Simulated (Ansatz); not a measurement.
# Decaying states in the gap of In2Br3Cl3, part 3 of 4

Aim: relax a made-up compound, In2Br3Cl3, and see how good a tunnel barrier it would be. It is built by putting Br for part of the Cl in the InCl3 structure of space group P6_3/mmc, with the volume rescaled by atomic radii. The parent structure comes from the Materials Project.

Ansatz 0.2.0; r2SCAN DFT, plane waves, PAW files (the session's first sound run).

So far, gap on the k-mesh (eV): step 3 (the bulk crystal and its band edges) 2.39.

The structure was built from a prototype and need not be the compound's stable phase.

## 6. Decaying states in the gap, plane (100), k-mesh 4×6×4

Level of this step: r2SCAN DFT, plane waves, PAW files; complex bands by layer matching along the plane's normal (Ansatz).

The same for the (100) plane, at (0, 0) and (0, -0.5), to see how the decay depends on direction.

File input.yaml:

```yaml
crystal:
  lattice:
    - [7.435717335, 0.0, 0.0]
    - [0.0, 3.522278392, 0.0]
    - [1.979548508, 0.0, 9.052525757]
  atoms:
    - { symbol: In, position: [0.6952023207, 0.25, 0.7243549425] }
    - { symbol: In, position: [0.3109880304, 0.75, 0.2727974214] }
    - { symbol: Br, position: [0.4225984129, 0.75, 0.8337518495] }
    - { symbol: Br, position: [0.7569830474, 0.75, 0.4957104766] }
    - { symbol: Cl, position: [0.8848246432, 0.75, 0.8308970544] }
    - { symbol: Cl, position: [0.5613871138, 0.25, 0.1717696193] }
    - { symbol: Br, position: [0.2501457244, 0.25, 0.5014030095] }
    - { symbol: Cl, position: [0.1178707071, 0.25, 0.1693156269] }
kpoints:
  mp_grid: { grid: [4, 6, 4] }
scf:
  occupations: { method: fixed }
hamiltonian:
  xc: r2scan
output:
  eigenvalues: true
  transmission:
    leads: [[0, 0]]
    kpoints: [[0.0, 0.0], [0.0, -0.5]]
    e_range: [-1.0, 3.39]
    de: 0.09
```

Launch:

```console
ansatz run input.yaml --threads 2 --pin off --max-ram 4096MiB --backend cpu --events-out ev --progress --plain --runs-dir out
```

Numbers of over 12 decimals in the logs are rounded to 6 here.

What it wrote:

```text
[...]
Crystal: 8 atoms, lattice volume = 237.092 Å³
Basis set: ecut = 500 eV, 6021 PW (Γ), exchange–correlation on 240×108×288 points (64 copies of the dense FFT grid, shifted against one another)
Bands: 42, of which v1, the nominal top of the filled ones, is band 34 counted from 1 (33 counted from 0)
Symmetry: 2 space group operations
[...]
k-points: 40 of 96 (time reversal used)
[...]
SCF iter   1: F=—  HF=-22861.310947 eV  |F-HF|=—  |Δ(HF+E_count)|=         —  Δρ=6.37e-3  dr2=1.05e-1  dr2_τ=3.21e-2  ethr=1.77e-3  ⟨swp⟩=5.1  Hψ=5973  notcnv=0  defer=240
[...]
SCF iter   6: F=-22861.346170 eV  HF=-22861.346170 eV  |F-HF|=4.08e-8  |Δ(HF+E_count)|=   1.14e-6  Δρ=5.62e-6  dr2=9.21e-8  dr2_τ=8.49e-9  ethr=1.47e-10  ⟨swp⟩=12.2  Hψ=9563  notcnv=0
SCF 1 converged in 6 iterations: F = -22861.346170 eV  dr2 = 9.21e-8
[...]
transmission: 15 of 30 steps passed
transmission: 30 of 30 steps passed
SCF converged after 6 iterations
Free energy (F): -22861.346170 eV
[...]
Internal energy: -22861.346170 eV  (E = F + TS)
E sigma→0 (E₀):  -22861.346170 eV
Fermi energy:    2.313462 eV
[...]
--- Band table (eV; the first three rows and the last of 40) ---
  k-point 0: bands = [... 30 lower, 1.9195, 1.9909, 2.1383, 2.2963, 4.9463, 5.6763, 8.3520, 8.7235, ... 4 higher]
  k-point 1: bands = [... 30 lower, 1.9106, 1.9902, 2.1489, 2.2976, 5.1183, 5.6207, 8.4940, 8.5905, ... 4 higher]
  k-point 2: bands = [... 30 lower, 1.9025, 1.9886, 2.1585, 2.2990, 5.3796, 5.4705, 8.5333, 8.6451, ... 4 higher]
  k-point 39: bands = [... 30 lower, 1.5745, 1.6544, 1.7576, 1.8693, 4.8296, 4.9563, 8.3568, 8.5245, ... 4 higher]
--- Transmission ---
  basis      : 271 plane waves across, 15 finite elements along
  points     : 2, as listed
[...]
crystal 0  : Cl3In2Br3, at the sites [0, 0], period 9.0525 Å: whole cells are its period
[...]
channels       : 0.000000e0 a spin
[...]
slowest decay  : 0.2940 /Å at (0.0000, 0.0000)
```

Wall time 1.7 min (2 threads of Arm Neoverse V2, shared host); peak memory 1.4 GiB.

Numbers from this step:

```yaml
decay_constant_at_the_filling_level_zone_centre: 0.2940 Å⁻¹
decay_constant_at_the_filling_level_slowest_listed_point: 0.294 Å⁻¹
```

K parallel (0, 0); values up to 1.5 1/Å, a degenerate pair printed once or twice; energies at which all values exceed this have no row. Table of Im kz of the slowest decaying states by energy, zero at the highest filled level on the SCF mesh:

```
energy (eV)  decay 1 (Å⁻¹)  decay 2 (Å⁻¹)  decay 3 (Å⁻¹)  decay 4 (Å⁻¹)
    -1.0000          0.240          0.412          0.629          0.840
    -0.7300          0.114          0.225          0.438          0.754
    -0.4600          0.270          0.281          0.322          0.398
    -0.2800          0.139          0.275          0.297          0.345
    -0.0100          0.211          0.221          0.388          0.440
     0.2600          0.250          0.419          0.439          0.545
     0.5300          0.274          0.440          0.446          0.630
     0.7100          0.285          0.451          0.453          0.668
     0.9800          0.293          0.461          0.463          0.708
     1.2500          0.293          0.468          0.471          0.738
     1.5200          0.286          0.472          0.475          0.762
     1.7900          0.270          0.474          0.476          0.781
     1.9700          0.252          0.473          0.475          0.791
     2.2400          0.211          0.470          0.471          0.804
     2.5100          0.129          0.462          0.465          0.814
     2.7800          0.449          0.456          0.821          0.841
     2.9600          0.437          0.447          0.825          0.845
     3.2300          0.412          0.425          0.830          0.850
```

K parallel (0, -0.5); values up to 1.5 1/Å, a degenerate pair printed once or twice; energies at which all values exceed this have no row. Im kz of the slowest decaying states against energy, zero at the highest filled level on the SCF mesh:

```
energy (eV)  decay 1 (Å⁻¹)  decay 2 (Å⁻¹)  decay 3 (Å⁻¹)  decay 4 (Å⁻¹)
      -1.00          0.318          0.338          0.471          0.490
      -0.82          0.107          0.294          0.314          0.422
      -0.55          0.111          0.290          0.303          0.336
      -0.37          0.211          0.373          0.400          0.402
      -0.10          0.391          0.424          0.453          0.464
      -0.01          0.415          0.441          0.464          0.478
       0.08          0.434          0.454          0.473          0.491
       0.26          0.464          0.474          0.487          0.512
       0.53          0.493          0.497          0.500          0.537
       0.71          0.500          0.505          0.513          0.549
       0.98          0.507          0.508          0.532          0.564
       1.16          0.508          0.508          0.541          0.571
       1.34          0.504          0.507          0.549          0.577
       1.61          0.494          0.501          0.557          0.582
       1.79          0.435          0.493          0.531          0.561
       2.06          0.360          0.473          0.550          0.564
       2.24          0.277          0.426          0.476          0.556
       2.42          0.319          0.501          0.560          0.564
       2.69          0.269          0.312          0.512          0.561
       2.87          0.365          0.371          0.516          0.557
       3.14          0.412          0.439          0.516          0.549
       3.32          0.434          0.469          0.515          0.540
```

At the listed wavevectors the last open channel is at -0.37 eV and the next at +2.42 eV on the grid, wider than the gap, since narrow bands can fall between grid energies. At +1.16 eV, the grid energy nearest the filling level (the middle of the gap on the SCF mesh), the slowest state at the listed wavevectors decays with κ = 0.294 Å⁻¹, its amplitude falling by e over 3.4 Å; the first such run, plane (001), gave 0.295 Å⁻¹.

## 7. Band edges at another level, cutoff 420 eV

This step: PBEsol DFT, plane waves, PAW files (Ansatz 0.2.0).

The edges again with PBEsol, at the same atoms. Against that run the cutoff is 420 eV against 500.

File input.yaml:

```yaml
crystal:
  lattice:
    - [10.5240780354, 0.9807050259, 0.0]
    - [-4.4127235516, 5.9847943275, 0.0]
    - [0.0, 0.0, 3.5222783924]
  atoms:
    - { symbol: In, position: [0.7243549425, 0.4195572632, 0.25] }
    - { symbol: In, position: [0.2727974214, 0.5837854518, 0.75] }
    - { symbol: Br, position: [0.8337518495, 0.2563502624, 0.75] }
    - { symbol: Br, position: [0.4957104766, 0.252693524, 0.75] }
    - { symbol: Cl, position: [0.8308970544, 0.7157216976, 0.75] }
    - { symbol: Cl, position: [0.1717696193, 0.7331567331, 0.25] }
    - { symbol: Br, position: [0.5014030095, 0.7515487339, 0.25] }
    - { symbol: Cl, position: [0.1693156269, 0.287186334, 0.25] }
kpoints:
  mp_grid: { grid: [4, 4, 6] }
  band_path: { path: [VBM, CBM], npoints: 30 }
scf:
  occupations: { method: fixed }
hamiltonian:
  xc: pbesol
output:
  eigenvalues: true
```

What it wrote:

```text
[...]
Crystal: 8 atoms, lattice volume = 237.092 Å³
Basis set: ecut = 420 eV, 4639 PW (Γ)
Bands: 42, of which v1, the nominal top of the filled ones, is band 34 counted from 1 (33 counted from 0)
Symmetry: 2 space group operations
[...]
k-points: 40 of 96 (time reversal used)
[...]
SCF iter   1: F=—  HF=-22449.429411 eV  |F-HF|=—  |Δ(HF+E_count)|=         —  Δρ=3.30e-3  dr2=3.25e-2  ethr=1.77e-3  ⟨swp⟩=5.2  Hψ=5812  notcnv=0  defer=240
[...]
SCF iter   7: F=-22449.424554 eV  HF=-22449.424554 eV  |F-HF|=9.55e-9  |Δ(HF+E_count)|=   1.12e-7  Δρ=2.63e-6  dr2=3.01e-8  ethr=1.47e-10  ⟨swp⟩=13.4  Hψ=7735  notcnv=0
SCF 1 converged in 7 iterations: F = -22449.424554 eV  dr2 = 3.01e-8
[...]
SCF converged after 7 iterations
Free energy (F): -22449.424554 eV
[...]
Internal energy: -22449.424554 eV  (E = F + TS)
E sigma→0 (E₀):  -22449.424554 eV
Fermi energy:    2.602918 eV
[...]
--- Band table (eV; the first three rows and the last of 40) ---
  k-point 0: bands = [... 30 lower, 2.2172, 2.3071, 2.4345, 2.5858, 4.6495, 5.4186, 7.8897, 8.2485, ... 4 higher]
  k-point 1: bands = [... 30 lower, 1.7852, 1.8931, 2.2379, 2.3142, 5.3970, 5.6639, 8.4298, 8.8327, ... 4 higher]
  k-point 2: bands = [... 30 lower, 1.8804, 2.0059, 2.1835, 2.2641, 5.0156, 5.2062, 8.4013, 8.5599, ... 4 higher]
  k-point 39: bands = [... 30 lower, 1.8593, 1.9637, 2.0870, 2.2285, 4.6651, 4.7733, 7.9738, 8.1002, ... 4 higher]
```

The job ended after 93 s (2 threads; peak memory 0.67 GiB).

This step gave:

| Quantity | Value |
| --- | --- |
| free energy | -22449.4246 eV |
| Fermi energy | 2.603 eV |
| gap on the k-mesh | 1.902 eV |
| gap on path | 1.902 eV, by band count; negative where bands overlap |
| direct gap on path | 2.253 eV |

Electronic bands along the path, in eV, zero at the Fermi level (highest filled level under fixed occupations); v1 is the highest filled band, c1 the lowest empty one:

```
  point     v4     v3     v2     v1    c1    c2    c3    c4
    VBM  -0.50  -0.41  -0.18   0.00  2.64  2.79  5.33  5.71
halfway  -0.81  -0.68  -0.51  -0.37  2.90  2.94  5.97  6.31
    CBM  -0.71  -0.55  -0.53  -0.35  1.90  2.06  5.43  5.51
```

The searched edges give 1.90 eV, as on the mesh.

Between step 3 and this run (PBEsol and cutoff 420 eV) the value for the gap on the k-mesh moves from 2.39 eV to 1.90 eV.

## 8. Complex bands at another level, cutoff 420 eV

This step: PBEsol DFT, plane waves, PAW files; complex bands by layer matching along the plane's normal (Ansatz 0.2.0).

The complex bands at that level, over its own gap, at (0, 0) and (-0.5, 0).

File input.yaml:

```yaml
crystal:
  lattice:
    - [3.522278392, 0.0, 0.0]
    - [0.0, 10.569673639, 0.0]
    - [0.0, 6.731283684, 6.368410699]
  atoms:
    - { symbol: In, position: [0.25, 0.3047976793, 0.4195572632] }
    - { symbol: In, position: [0.75, 0.6890119696, 0.5837854518] }
    - { symbol: Br, position: [0.75, 0.5774015871, 0.2563502624] }
    - { symbol: Br, position: [0.75, 0.2430169526, 0.252693524] }
    - { symbol: Cl, position: [0.75, 0.1151753568, 0.7157216976] }
    - { symbol: Cl, position: [0.25, 0.4386128862, 0.7331567331] }
    - { symbol: Br, position: [0.25, 0.7498542756, 0.7515487339] }
    - { symbol: Cl, position: [0.25, 0.8821292929, 0.287186334] }
kpoints:
  mp_grid: { grid: [6, 4, 4] }
scf:
  occupations: { method: fixed }
hamiltonian:
  xc: pbesol
output:
  eigenvalues: true
  transmission:
    leads: [[0, 0]]
    kpoints: [[0.0, 0.0], [-0.5, 0.0]]
    e_range: [-1.0, 2.9]
    de: 0.07
```

What it wrote:

```text
[...]
Crystal: 8 atoms, lattice volume = 237.092 Å³
Basis set: ecut = 420 eV, 4639 PW (Γ)
Bands: 42, of which v1, the nominal top of the filled ones, is band 34 counted from 1 (33 counted from 0)
Symmetry: 2 space group operations
[...]
k-points: 40 of 96 (time reversal used)
[...]
SCF iter   1: F=—  HF=-22449.429436 eV  |F-HF|=—  |Δ(HF+E_count)|=         —  Δρ=3.31e-3  dr2=3.26e-2  ethr=1.77e-3  ⟨swp⟩=5.1  Hψ=5811  notcnv=0  defer=240
[...]
SCF iter   7: F=-22449.424555 eV  HF=-22449.424555 eV  |F-HF|=9.57e-9  |Δ(HF+E_count)|=   1.10e-7  Δρ=2.61e-6  dr2=2.96e-8  ethr=1.47e-10  ⟨swp⟩=13.5  Hψ=7711  notcnv=0
SCF 1 converged in 7 iterations: F = -22449.424555 eV  dr2 = 2.96e-8
[...]
transmission: 14 of 28 steps passed
transmission: 28 of 28 steps passed
SCF converged after 7 iterations
Free energy (F): -22449.424555 eV
[...]
Internal energy: -22449.424555 eV  (E = F + TS)
E sigma→0 (E₀):  -22449.424555 eV
Fermi energy:    2.602915 eV
[...]
--- Band table (eV; the first three rows and the last of 40) ---
  k-point 0: bands = [... 30 lower, 2.2172, 2.3071, 2.4345, 2.5858, 4.6495, 5.4186, 7.8897, 8.2485, ... 4 higher]
  k-point 1: bands = [... 30 lower, 2.1741, 2.2086, 2.4253, 2.5952, 4.9769, 5.4005, 7.8809, 8.2639, ... 4 higher]
  k-point 2: bands = [... 30 lower, 2.1027, 2.1960, 2.4217, 2.6029, 5.2444, 5.3934, 7.9349, 8.3126, ... 4 higher]
  k-point 39: bands = [... 30 lower, 1.9078, 2.0575, 2.1104, 2.2421, 4.5742, 4.7076, 7.9870, 8.1210, ... 4 higher]
--- Transmission ---
  basis      : 321 plane waves across, 14 finite elements along
  points     : 2, as listed
[...]
crystal 0  : Br3Cl3In2, at the sites [0, 0], period 6.3684 Å: whole cells are its period
[...]
channels       : 0.000000e0 a spin
[...]
slowest decay  : 0.2562 /Å at (0.0000, 0.0000)
```

Wall time 2.1 min (2 threads); peak memory 1.3 GiB; 3.6 min of CPU time.

Numbers from this step:

| Property | Result |
| --- | --- |
| level to which the leads are filled | 0.9509 eV from the Fermi level |
| decay constant at the filling level, zone centre | 0.2562 Å⁻¹ |
| decay constant at the filling level, slowest listed point | 0.2562 Å⁻¹ |

K parallel (0, 0); values up to 1.5 1/Å, a degenerate pair printed once or twice; energies at which all values exceed this have no row. Im kz of the slowest decaying states against energy, zero at the highest filled level on the SCF mesh:

```
energy (eV)  decay 1 (Å⁻¹)  decay 2 (Å⁻¹)  decay 3 (Å⁻¹)  decay 4 (Å⁻¹)
      -1.00          0.182          0.187          0.277          0.442
      -0.79          0.130          0.227          0.255          0.313
      -0.58          0.200          0.263          0.320          0.396
      -0.44          0.271          0.300          0.357          0.438
      -0.23          0.101          0.278          0.339          0.347
      -0.02          0.111          0.179          0.354          0.378
       0.12          0.206          0.381          0.393          0.448
       0.33          0.233          0.409          0.412          0.465
       0.54          0.248          0.426          0.429          0.478
       0.75          0.256          0.436          0.445          0.486
       0.96          0.256          0.443          0.457          0.492
       1.10          0.253          0.446          0.463          0.495
       1.31          0.241          0.448          0.471          0.497
       1.52          0.219          0.448          0.476          0.498
       1.66          0.197          0.446          0.477          0.498
       1.87          0.144          0.441          0.475          0.499
       2.08          0.431          0.468          0.499          0.802
       2.29          0.415          0.455          0.500          0.809
       2.50          0.386          0.434          0.500          0.814
       2.64          0.347          0.411          0.500          0.816
       2.85          0.169          0.288          0.375          0.499
```

K parallel (-0.5, 0); values up to 1.5 1/Å, a degenerate pair printed once or twice; energies at which all values exceed this have no row. Table of Im kz of the slowest decaying states by energy, zero at the highest filled level on the SCF mesh:

```
energy (eV)  decay 1 (Å⁻¹)  decay 2 (Å⁻¹)  decay 3 (Å⁻¹)  decay 4 (Å⁻¹)
      -1.00          0.209          0.314          0.338          0.543
      -0.86         0.0799          0.105          0.296          0.321
      -0.72          0.180          0.265          0.334          0.514
      -0.51          0.100          0.172          0.287          0.300
      -0.37          0.312          0.326          0.334          0.374
      -0.23          0.214          0.360          0.377          0.398
      -0.09          0.279          0.391          0.404          0.411
      -0.02          0.302          0.403          0.415          0.418
       0.05          0.320          0.413          0.424          0.425
       0.26          0.362          0.438          0.438          0.448
       0.40          0.382          0.444          0.450          0.460
       0.54          0.398          0.448          0.460          0.470
       0.68          0.411          0.449          0.468          0.477
       0.82          0.420          0.448          0.475          0.484
       1.03          0.430          0.439          0.482          0.490
       1.17          0.429          0.432          0.486          0.493
       1.31          0.412          0.432          0.488          0.495
       1.45          0.388          0.427          0.489          0.495
       1.59          0.351          0.415          0.489          0.494
       1.80          0.237          0.369          0.486          0.490
       1.94          0.290          0.483          0.484          0.530
       2.08          0.194          0.474          0.476          0.530
       2.22          0.279          0.356          0.452          0.460
       2.36          0.432          0.447          0.530          0.565
       2.57          0.483          0.487          0.530          0.558
       2.71          0.507          0.509          0.529          0.553
       2.85          0.513          0.529          0.533          0.543
```

At the listed wavevectors the last open channel is at -0.30 eV and the next at +1.94 eV on the grid. At +0.96 eV, the grid energy nearest the filling level (the middle of the gap on the SCF mesh), the slowest state at the listed wavevectors decays with κ = 0.256 Å⁻¹, its amplitude falling by e over 3.9 Å; the first such run, plane (001), gave 0.295 Å⁻¹.

(Part 3 of 4 ends here.)

[Logs are printed without paths, hosts, clocks, repeated set-up lines and the standing remarks that a program may print on its own settings, such as how far it seeks lower states.]

[Hosts, paths, dates, database ids (printed as entryN), source tags and the programs' standing remarks are cut or masked in the printed files.]
